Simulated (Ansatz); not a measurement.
# SnO (model cell, started as CsCl type): a soft mode frozen in, part 3 of 3

Which phase does SnO (model cell, started as CsCl type) fall into along its unstable mode, and how much energy does it gain?

Ansatz 0.2.0; DFT PBEsol, scalar-relativistic, plane waves, PAW.

So far. Step 5 (Energy along the mode, all amplitudes (two of the runs …): The lowest of the steps tried is at 0.22 Å, 34.4 meV/atom below the parent; the bottom of the well need not coincide with a step. Step 7 (The new phase in its own primitive cell): The largest force component left is 0.69 meV/Å and the pressure is 0.002 GPa, within the tolerances set. The cell now holds 15.95 Å³/atom. The relaxed cell has a, b, c = 6.247, 6.955, 2.938 Å (conventional setting).

The structure was built from a prototype and need not be the compound's stable phase.

## 8. Modes of the new phase, k-mesh 8×8×12

A relaxed structure may still be a saddle point, so its zone-centre modes are computed. No field response is asked, since the mesh shows no gap.

Contents of input.yaml:

```yaml
crystal:
  lattice:
    - [3.1235102797, -3.4773394612, 0.0]
    - [3.1235102797, 3.4773394612, 0.0]
    - [0.0, 0.0, 2.9378134181]
  atoms:
    - { symbol: Sn, position: [0.2299607811, 0.2299607811, 0.0] }
    - { symbol: Sn, position: [0.7700392189, 0.7700392189, 0.0] }
    - { symbol: O, position: [0.8219978576, 0.1780021424, 0.5] }
    - { symbol: O, position: [0.1780021424, 0.8219978576, 0.5] }
kpoints:
  mp_grid: { grid: [8, 8, 12] }
hamiltonian:
  xc: pbesol
scf:
  occupations: { method: methfessel_paxton, width: 0.15 }
output:
  eigenvalues: true
phonons:
  method: dfpt
```

Run with:

```sh
$ ansatz run input.yaml --threads 4 --pin off --max-ram 7168MiB --backend cpu --events-out ev --progress --plain --runs-dir out
```

Numbers of over 12 decimals in the logs are rounded to 6 here.

The program printed:

```text
zone centre: on kpoints.mp_grid the ground state, and the responses unless they are solved on pairs of k-points, stand on 238 of the mesh's 768 k-points, reduced under 2 symmetry operations, with k and −k counted as one. Each operation leaves every solved displacement unchanged or reverses it
[...]
Crystal: 4 atoms, lattice volume = 63.818 Å³
Basis set: ecut = 420 eV, 1265 PW (Γ), exchange–correlation on 64×64×40 points (8 copies of the dense FFT grid, shifted against one another)
Bands: 24, of which v1, the nominal top of the filled ones, is band 20 counted from 1 (19 counted from 0)
Symmetry: 8 space group operations
k-points: 238 of 768 (irreducible under 2 space group operations, time reversal used)
[...]
SCF iter   1: F=—  HF=-13018.875705 eV  |F-HF|=—  |Δ(HF+E_count)|=         —  Δρ=1.54e-2  dr2=1.43e-1  ethr=1.77e-3  ⟨swp⟩=5.6  Hψ=25607  notcnv=0
[...]
SCF iter  11: F=-13018.841820 eV  HF=-13018.841820 eV  |F-HF|=1.82e-12  |Δ(HF+E_count)|=  1.46e-11  S|Δr|=    0.00e0  Δρ=7.57e-8  dr2=4.51e-12  ethr=1.00e-12  ⟨swp⟩=5.0  Hψ=27022  notcnv=0
SCF 1 converged in 11 iterations: F = -13018.841820 eV  dr2 = 4.51e-12
[...]
DFPT response loops at Γ: preconditioner auto → Kerker (q_TF=auto, 2.524 Å⁻¹) (partly filled bands, converged f_vac=0.000); β = 1.00, the filter's whole step (`scf.mixing.beta` (0.50) is not read by the response loops under this deck's `scf.mixing.preconditioner`; to damp them name `kerker` or `kerker_dos`, under which they read `scf.mixing.beta`, and type it under 1.00, their step now; both keys bind the ground state too); Broyden in place of MSR1
SCF converged after 11 iterations
[...]
Free energy (F): -13018.841820 eV
[...]
Internal energy: -13018.841708 eV  (E = F + TS)
E sigma→0 (E₀):  -13018.841792 eV
Entropy (-TS):   -0.000111 eV (-0.028 meV/atom)
Fermi energy:    10.443469 eV
[...]
--- Band table (eV; the first three rows and the last of 238) ---
  k-point 0: bands = [... 16 lower, 7.9070, 8.2003, 8.8091, 8.9906, 12.8965, 14.2875, 15.8129, 18.7378]
  k-point 1: bands = [... 16 lower, 7.7403, 8.2481, 8.6271, 9.0431, 13.0276, 14.1727, 15.8854, 18.2656]
  k-point 2: bands = [... 16 lower, 7.4089, 8.0979, 8.4509, 9.1822, 13.2666, 13.8290, 16.0616, 16.3842]
  k-point 237: bands = [... 16 lower, 6.9420, 7.7218, 8.3901, 9.0506, 12.0804, 13.5453, 14.2761, 14.5607]
--- Phonons (Γ-DFPT): 6 representative perturbations + reference, on 238 of 768 k-points (Σ response iterations 19) ---
  k mesh reduced under 2 symmetry operations, with k and −k counted as one. Each operation leaves every solved displacement unchanged or reverses it
  ASR residual: 4.284e-5 → 0.000e0 eV/Å²; symmetrization residual: 2.465e-6 eV/Å²
  ASR residual per site (eV/Å²): 2.21e-5 2.21e-5 4.28e-5 4.28e-5
  Γ frequencies (cm⁻¹): -199.13 -189.04 -155.03 -84.20 0.00 0.00 0.00 36.69 90.74 197.54 225.87 446.40
  non-analytic LO–TO correction: not included (Born effective charges unavailable; polar crystals: no LO–TO splitting at Γ)
```

Wall time 56 s (4 threads of Arm Neoverse V2, shared host); peak memory 1.4 GiB.

Numbers from this step:

```
sum-rule residual before enforcement                    : 4.28e-5 eV/Å²
point group                                             : mmm
highest optical mode at the zone centre (no LO-TO term) : 446.4 cm⁻¹
lowest optical zone-centre mode                         : -199.1 cm⁻¹
```

Patterns of degenerate modes are one choice out of their space. Modes at Γ, with each element's share of the kinetic energy (negative means imaginary):

```csv
mode,frequency (cm⁻¹),symmetry,Sn %,O %
1,-199.1,B1g,5,95
2,-189.0,B1u,12,88
3,-155.0,B3g,0,100
4,-84.2,B2g,100,0
5,0.0,acoustic,88,12
6,0.0,acoustic,88,12
7,0.0,acoustic,88,12
8,36.7,B3u,12,88
9,90.7,B1g,95,5
10,197.5,Ag,100,0
11,225.9,B2u,12,88
12,446.4,Ag,0,100
```

Displacements in mode 1 (-199.1 cm⁻¹), the largest set to 1:
```
Sn1  0.00  0.08  0.00
Sn2  0.00 -0.08  0.00
O3   1.00  0.00  0.00
O4  -1.00  0.00  0.00
```

Displacements in mode 9 (90.7 cm⁻¹), the largest set to 1:
```
Sn1  0.00  1.00  0.00
Sn2  0.00 -1.00  0.00
O3  -0.61  0.00  0.00
O4   0.61  0.00  0.00
```

Before it was imposed, the acoustic sum rule was missed by 4.3e-5 eV/Å². Small misses are needed for a sound result but don't prove that mesh and cutoff are converged. The lowest optical mode is imaginary, 199.1i cm⁻¹, so the energy falls along it.

## 9. Results

```
unstable mode of the parent                                                      : q = (0, -0.5, -0.5), 283i cm⁻¹
depth at the lowest point sampled                                                : 34.4 meV/atom
largest atomic shift at that point                                               : 0.22 Å
space group reached (within 0.01 Å)                                              : Cmmm
energy gained over the parent (first relaxation, on the mesh of the frozen mode) : 102 meV/atom
volume per atom, phase reached                                                   : 16.0 Å³
lowest optical zone-centre mode, phase reached                                   : -199 cm⁻¹
highest optical mode at the zone centre (no LO-TO term), phase reached           : 446 cm⁻¹
```

**Reading.** Along this mode the structure falls into Cmmm, 102 meV/atom below the parent. At the parent's cell the well is 34.36 meV/atom deep on the steps tried, with its lowest point at a shift of 0.22 Å. Relaxing atoms and cell changes the gain by +67.40 meV/atom against the lowest step (energies at zero smearing). Most of the total comes from this relaxation. The new phase still has an imaginary mode at the zone centre of its cell, so it is a saddle point on the way to a lower structure. Of the 6 patterns followed to their end from this parent, this one ends 289 meV/atom above the lowest, R3m. Each path keeps the symmetry of its pattern, so a lower phase may lie along a pattern not tried. With no gap, or one that is small against the smearing, the frequencies hang on the k mesh and the smearing, most of all near Kohn anomalies. A semilocal functional can close a gap that the real compound would have, so the metallic treatment may be an artefact of the level. Spin-orbit coupling is left out, which can matter for the heavy elements here. The starting cell was built on a prototype and not taken from a measurement, so the phase need not exist.

[Logs are printed without paths, hosts, clocks, repeated set-up lines and the standing remarks that a program may print on its own settings, such as how far it seeks lower states.]

[Hosts, paths, dates, database ids (printed as entryN), source tags and the programs' standing remarks are cut or masked in the printed files.]
